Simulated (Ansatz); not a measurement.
# CsO (Immm): phonons and vibrational spectra, part 2 of 2

Wanted: phonon frequencies of CsO (Immm) and what follows from them.

Ansatz 0.2.0; DFT LDA, scalar-relativistic, plane waves, PAW.

So far. Step 4 (Relaxing to small forces for the phonons): The largest force component left is 0.24 meV/Å and the pressure is 0.001 GPa, within the tolerances set. The cell now holds 23.70 Å³/atom. The relaxed cell has a, b, c = 4.186, 6.206, 7.298 Å (conventional setting).

### 5. Zone-centre response

The zone centre is the only wavevector solved here; it holds the modes that light can see, as far as symmetry allows. The response to a homogeneous field gives the Born charges and the dielectric tensor, and its change with displacement the Raman tensors.

input.yaml reads:

```yaml
crystal:
  lattice:
    - [-2.0928214921, 3.1030796914, 3.6488005747]
    - [2.0928214921, -3.1030796914, 3.6488005747]
    - [2.0928214921, 3.1030796914, -3.6488005747]
  atoms:
    - { symbol: Cs, position: [0.7481859745, 0.7481859745, 0.0] }
    - { symbol: Cs, position: [0.2518140255, 0.2518140255, 0.0] }
    - { symbol: O, position: [0.6177142476, 0.0, 0.6177142476] }
    - { symbol: O, position: [0.3822857524, 0.0, 0.3822857524] }
kpoints:
  mp_grid: { grid: [8, 8, 8] }
hamiltonian:
  xc: lda
scf:
  occupations: { method: fixed }
output:
  eigenvalues: true
phonons:
  method: dfpt
  dielectric: true
  rigid_motions: translations
  raman: true
```

On the command line:

```console
$ ansatz run input.yaml --threads 4 --pin off --max-ram 7168MiB --backend cpu --events-out ev --progress --plain --runs-dir out
```

Numbers of over 12 decimals in the logs are rounded to 6 here.

The log of the run:

```text
[...]
Crystal: 4 atoms, lattice volume = 94.784 Å³
Basis set: ecut = 420 eV, 1849 PW (Γ), exchange–correlation on 72×72×72 points (8 copies of the dense FFT grid, shifted against one another)
Bands: 19, of which v1, the nominal top of the filled ones, is band 15 counted from 1 (14 counted from 0)
Symmetry: 8 space group operations
k-points: 260 of 512 (irreducible under 1 space group operation, time reversal used)
[...]
SCF iter   1: F=—  HF=-12119.832104 eV  |F-HF|=—  |Δ(HF+E_count)|=         —  Δρ=1.57e-2  dr2=2.55e-1  ethr=1.77e-3  ⟨swp⟩=4.4  Hψ=23256  notcnv=0  defer=430
[...]
SCF iter   9: F=-12119.772318 eV  HF=-12119.772318 eV  |F-HF|=3.64e-12  |Δ(HF+E_count)|=  1.27e-11  Δρ=3.41e-8  dr2=9.67e-13  ethr=1.00e-12  ⟨swp⟩=8.2  Hψ=31326  notcnv=0
SCF 1 converged in 9 iterations: F = -12119.772318 eV  dr2 = 9.67e-13
[...]
NSCF: frozen V_eff on 4 k-points
DFPT response loops at Γ: preconditioner auto → Resta (q_TF=auto, 2.252 Å⁻¹)  ε∞=5.9 (no band partly filled); β = 1.00, the filter's whole step (`scf.mixing.beta` (0.50) is not read by the response loops at its default; to damp them type it under 1.00, their step now; it binds the ground state too); Broyden in place of MSR1
── the response to a field inside a basis, on 8×8×8 k-points: an SCF that follows is theirs, and a resumed run solves both again ──
Bands: 16, of which v1, the nominal top of the filled ones, is band 15 counted from 1 (14 counted from 0)
k-points: 94 of 512
[...]
Eigensolver: Dense (94 Hₖ)
SCF iter   1: F=—  HF=-12119.774626 eV  |F-HF|=—  |Δ(HF+E_count)|=         —  Δρ=4.32e-4  dr2=3.38e-5  ethr=1.00e-1
[...]
SCF iter   6: F=-12119.774612 eV  HF=-12119.774612 eV  |F-HF|=5.46e-12  |Δ(HF+E_count)|=  4.22e-10  Δρ=3.38e-7  dr2=5.02e-11  ethr=1.22e-11
SCF 1 converged in 6 iterations: F = -12119.774612 eV  dr2 = 5.02e-11
[...]
SCF converged after 9 iterations
Free energy (F): -12119.772318 eV
[...]
Internal energy: -12119.772318 eV  (E = F + TS)
E sigma→0 (E₀):  -12119.772318 eV
Fermi energy:    7.474069 eV
[...]
--- Band table (eV; the first three rows and the last of 260) ---
  k-point 0: bands = [... 11 lower, 3.1673, 3.2735, 6.5333, 7.4741, 9.2864, 9.5805, 10.1774, 11.5893]
  k-point 1: bands = [... 11 lower, 3.1923, 3.4095, 6.5456, 7.3710, 9.4310, 10.0932, 10.4557, 11.8319]
  k-point 2: bands = [... 11 lower, 3.3067, 3.6354, 6.5725, 7.0729, 9.8434, 10.6299, 11.2572, 11.7835]
  k-point 259: bands = [... 11 lower, 3.0234, 3.5864, 6.6367, 6.8545, 9.2495, 11.2526, 11.3141, 11.4168]
--- Phonons (Γ-DFPT): 6 representative perturbations + reference, on 260 of 512 k-points (Σ response iterations 18) ---
  k mesh reduced under 1 symmetry operation, with k and −k counted as one. Each operation leaves every solved perturbation unchanged. A smaller set is not considered because the run solves the response to a homogeneous field
  ASR residual: 1.236e-5 → 0.000e0 eV/Å²; symmetrization residual: 9.346e-6 eV/Å²
  ASR residual per site (eV/Å²): 1.17e-5 1.17e-5 1.24e-5 1.24e-5
  Γ frequencies (cm⁻¹): 0.00 0.00 0.00 75.22 87.75 104.32 164.26 165.67 187.11 201.94 279.22 868.11
  ε∞ (high-frequency dielectric tensor):
        3.379701     0.000000     0.000000
        0.000000     3.516362    -0.000000
        0.000000    -0.000000     3.421769
  ε⁰ (static dielectric tensor: ions relaxed, cell fixed):
        7.122995     0.000000     0.000000
        0.000000     8.146048    -0.000000
        0.000000    -0.000000     7.339013
  ε⁰ − ε∞ (ionic part):
        3.743293     0.000000     0.000000
        0.000000     4.629686    -0.000000
        0.000000    -0.000000     3.917244
  softest optical mode at Γ: 75.22 cm⁻¹; the repairs (sum rule, projections) moved no ω² at Γ by more than (1.45 cm⁻¹)²
  Born effective charges Z* (e; rows j = field, columns β = displacement):
    site 0:
         1.44895   -0.00000    0.00000
         0.00000    1.31071   -0.00000
         0.00000    0.00000    1.37341
    site 1:
         1.44895   -0.00000    0.00000
         0.00000    1.31071   -0.00000
         0.00000    0.00000    1.37341
    site 2:
        -1.44895    0.00000   -0.00000
        -0.00000   -1.31071    0.00000
        -0.00000   -0.00000   -1.37341
    site 3:
        -1.44895   -0.00000   -0.00000
        -0.00000   -1.31071    0.00000
        -0.00000   -0.00000   -1.37341
  Z* charge neutrality: 9.239e-4 e pre-enforcement
  solved inside a basis spanned on kpoints, on 8×8×8 k-points: ε∞ is read to err by 9.4e-3, Z* by 9.9e-3 e (field_mesh: kpoints solves on kpoints); Z* is corrected for what the basis lacks
  Raman tensors (in the event stream and the table raman_tensors.tsv): an entry may err by 4.9e-2 Å², one of the second-order susceptibility by 2.0e-19 pm/V (basis, points and sum rule); their sum over the sites missed zero by 1.776e-15 Å² ahead of its enforcement
  optical modes at Γ without the LO–TO term, one row a degenerate level:
      ω (cm⁻¹)  modes    IR ((D/Å)²/amu)  static Raman (Å⁴/amu)  depolarisation
         75.22      1             0.0000                 3.1890           0.750
         87.75      1             0.0000                 0.7886           0.750
        104.32      1             0.0000                 9.6166           0.298
        164.26      1             5.5511                 0.0000               —
        165.67      1             0.0000                 0.5418           0.750
        187.11      1             6.0949                 0.0000               —
        201.94      1             6.7838                 0.0000               —
        279.22      1             0.0000                33.8741           0.750
        868.11      1             0.0000               284.3707           0.016
  optical modes at Γ + LO–TO along q̂ = [1.0000, 0.0000, 0.0000]:
      ω (cm⁻¹)  modes    IR ((D/Å)²/amu)  static Raman (Å⁴/amu)  depolarisation
         75.22      1             0.0000                 3.1890           0.750
         87.75      1             0.0000                 0.7886           0.750
        104.32      1             0.0000                 9.6166           0.298
        164.26      1             5.5511                 0.0000               —
        165.67      1             0.0000                 0.5418           0.750
        187.11      1             6.0949                 0.0000               —
        279.22      1             0.0000                33.8741           0.750
        293.17      1             6.7838                 0.0000               —
        868.11      1             0.0000               284.3707           0.016
  optical modes at Γ + LO–TO along q̂ = [0.0000, 1.0000, 0.0000]:
      ω (cm⁻¹)  modes    IR ((D/Å)²/amu)  static Raman (Å⁴/amu)  depolarisation
         75.22      1             0.0000                 3.1890           0.750
         87.75      1             0.0000                 0.7886           0.750
        104.32      1             0.0000                 9.6166           0.298
        165.67      1             0.0000                 0.5418           0.750
        187.11      1             6.0949                 0.0000               —
        201.94      1             6.7838                 0.0000               —
        250.01      1             5.5511                 0.0000               —
        279.22      1             0.0000                33.8741           0.750
        868.11      1             0.0000               284.3707           0.016
  optical modes at Γ + LO–TO along q̂ = [0.0000, 0.0000, 1.0000]:
      ω (cm⁻¹)  modes    IR ((D/Å)²/amu)  static Raman (Å⁴/amu)  depolarisation
         75.22      1             0.0000                 3.1890           0.750
         87.75      1             0.0000                 0.7886           0.750
        104.32      1             0.0000                 9.6166           0.298
        164.26      1             5.5511                 0.0000               —
        165.67      1             0.0000                 0.5418           0.750
        201.94      1             6.7838                 0.0000               —
        274.03      1             6.0949                 0.0000               —
        279.22      1             0.0000                33.8741           0.750
        868.11      1             0.0000               284.3707           0.016
```

It took 14 min on 4 threads of Arm Neoverse N1, shared host; peak memory 2.5 GiB; 42 min of CPU time.

This step gave:

| Item | Value |
| --- | --- |
| sum-rule residual before enforcement | 1.24e-5 eV/Å² |
| miss of the charge sum rule | 9.24e-4 e |
| estimated error of the dielectric tensor | 0.009372 |
| estimated error of the Born charges | 0.009864 e |
| point group | mmm |
| highest optical mode at the zone centre (no LO-TO term) | 868.1 cm⁻¹ |
| lowest optical zone-centre mode | 75.22 cm⁻¹ |
| mean high-frequency dielectric constant | 3.439 |
| largest Born charge (third of the trace) | 1.378 e |
| mean static dielectric constant | 7.536 |
| top of the zone-centre spectrum with the field | 868.1 cm⁻¹ |

Without the LO-TO term. Patterns of degenerate modes are one choice out of their space. Modes at Γ, with each element's share of the kinetic energy:

```csv
mode,frequency (cm⁻¹),symmetry,Cs %,O %
1,0.0,acoustic,89,11
2,0.0,acoustic,89,11
3,0.0,acoustic,89,11
4,75.2,B2g,100,0
5,87.8,B3g,99,1
6,104.3,Ag,100,0
7,164.3,B2u,11,89
8,165.7,B3g,1,99
9,187.1,B1u,11,89
10,201.9,B3u,11,89
11,279.2,B1g,0,100
12,868.1,Ag,0,100
```

Displacements in mode 4 (75.2 cm⁻¹), the largest set to 1:
```
Cs1  1.00  0.00  0.00
Cs2 -1.00  0.00  0.00
O3   0.00  0.00  0.00
O4   0.00  0.00  0.00
```

Displacements in mode 10 (201.9 cm⁻¹), the largest set to 1:
```
Cs1 -0.12  0.00  0.00
Cs2 -0.12  0.00  0.00
O3   1.00  0.00  0.00
O4   1.00  0.00  0.00
```

Optical modes at the zone centre, without and with the macroscopic field of the longitudinal modes; each column is sorted by frequency, so a row need not hold one and the same mode. Modes with and without the field, by row:

```csv
rank among optical modes,no field (cm⁻¹),"q along (1, 0, 0) (cm⁻¹)","q along (0, 1, 0) (cm⁻¹)","q along (0, 0, 1) (cm⁻¹)"
1,75.2,75.2,75.2,75.2
2,87.8,87.8,87.8,87.8
3,104.3,104.3,104.3,104.3
4,164.3,164.3,165.7,164.3
5,165.7,165.7,187.1,165.7
6,187.1,187.1,201.9,201.9
7,201.9,279.2,250,274
8,279.2,293.2,279.2,279.2
9,868.1,868.1,868.1,868.1
```

Born charge (rows field, columns displacement) (e), principal values of the symmetric part by kind of site:

```csv
atom,atoms with these values,low,middle,high,mean
Cs1,2,1.31,1.37,1.45,1.38
O3,2,-1.45,-1.37,-1.31,-1.38
```

In full for Cs1:

```
1.45 0.00 0.00
0.00 1.31 0.00
0.00 0.00 1.37
```

High-frequency dielectric tensor:

```
3.38 0.00 0.00
0.00 3.52 0.00
0.00 0.00 3.42
```

Static dielectric tensor (ions relaxed, fixed cell):

```
7.12 0.00 0.00
0.00 8.15 0.00
0.00 0.00 7.34
```

Transverse modes. Lines of the infrared spectrum (strongest = 100):

```csv
position (cm⁻¹),relative intensity
75,0.0
88,0.0
104,0.0
164,82
166,0.0
187,90
202,100
279,0.0
868,0.0
```

Activity x (w_L - w)^4 (n + 1)/w, 532 nm, 300 K; the tensors are static ones, while 532 nm light lies above the computed direct gap, where resonance would change the heights; modes without the macroscopic field alone. Lines of the Raman spectrum (strongest = 100):

```csv
position (cm⁻¹),relative intensity
75,50
88,9.3
104,83
164,0.0
166,2.1
187,0.0
202,0.0
279,56
868,100
```

Before it was imposed, the acoustic sum rule was missed by 1.2e-5 eV/Å² and the charge sum rule by 9.2e-4 e. Small misses are needed for a sound result but don't prove that mesh and cutoff are converged. The lowest optical mode is real, 75.2 cm⁻¹.

### 6. Another isotope

An isotope changes the mass and not the force constants, so no new electronic calculation is needed; the shifts show which modes move this element.

The same force constants with the mass of O changed from 15.999 to 17.999 u (phonopy, no LO-TO term). Both lists are sorted by frequency; levels can cross, so a row need not hold one and the same mode. Modes under 3 cm⁻¹ are left out. Isotope shifts, by row:

```csv
q,rank,natural mass (cm⁻¹),changed mass (cm⁻¹)
0 0 0,4,75.22,75.22
0 0 0,5,87.75,87.71
0 0 0,6,104.3,104.3
0 0 0,7,164.3,155.9
0 0 0,8,165.7,156.3
0 0 0,9,187.1,177.6
0 0 0,10,201.9,191.7
0 0 0,11,279.2,263.2
0 0 0,12,868.1,818.5
```

A mode of this element alone would shift by -5.72 %. The highest zone-centre frequency without the field goes from 868.1 to 818.5 cm⁻¹ (-5.7 %). The product of the frequency ratios over all optical modes at Γ is 0.717; the product rule, (m/m′)^(3k/2) (M′/M)^(3/2) with k = 2 such atoms and M the mass of the cell, gives 0.716.

### 7. Outcome

| Property | Result |
| --- | --- |
| space group after relaxation (within 0.01 Å) | Immm |
| volume per atom | 23.7 Å³ |
| gap on the k-mesh | 1.70 eV |
| highest optical mode at the zone centre (no LO-TO term) | 868 cm⁻¹ |
| top of the zone-centre spectrum with the field | 868 cm⁻¹ |
| lowest optical zone-centre mode | 75.2 cm⁻¹ |
| mean high-frequency dielectric constant | 3.44 |
| mean static dielectric constant | 7.54 |
| largest Born charge (third of the trace) | 1.38 e |
| imaginary modes at Γ (the only wavevector solved) | none |

What this shows: The structure is stable against zone-centre distortions, since no mode there is imaginary; runs at other wavevectors are not part of this account. Without the field, the optical modes at Γ span 75 to 868 cm⁻¹. The dispersion is not part of this account. The highest mode in this list at Γ, 868.1 cm⁻¹, is mostly motion of O (100 % of the kinetic energy). The macroscopic field leaves the top of the zone-centre spectrum where it is. Lattice motion raises the mean dielectric constant from 3.439 to 7.536. The strongest infrared line is at 202 cm⁻¹. Averaged over orientations, the strongest Raman line at 532 nm and 300 K is at 868 cm⁻¹. The tensors are the static, non-resonant ones, while 532 nm light (2.33 eV) lies above the computed gap. Spin-orbit coupling is left out, which can matter for the heavy elements here. These are harmonic frequencies at zero temperature: anharmonic shifts, linewidths and thermal expansion are left out.

[Logs are printed without paths, hosts, clocks, repeated set-up lines and the standing remarks that a program may print on its own settings, such as how far it seeks lower states.]

[Hosts, paths, dates, database ids (printed as entryN), source tags and the programs' standing remarks are cut or masked in the printed files.]
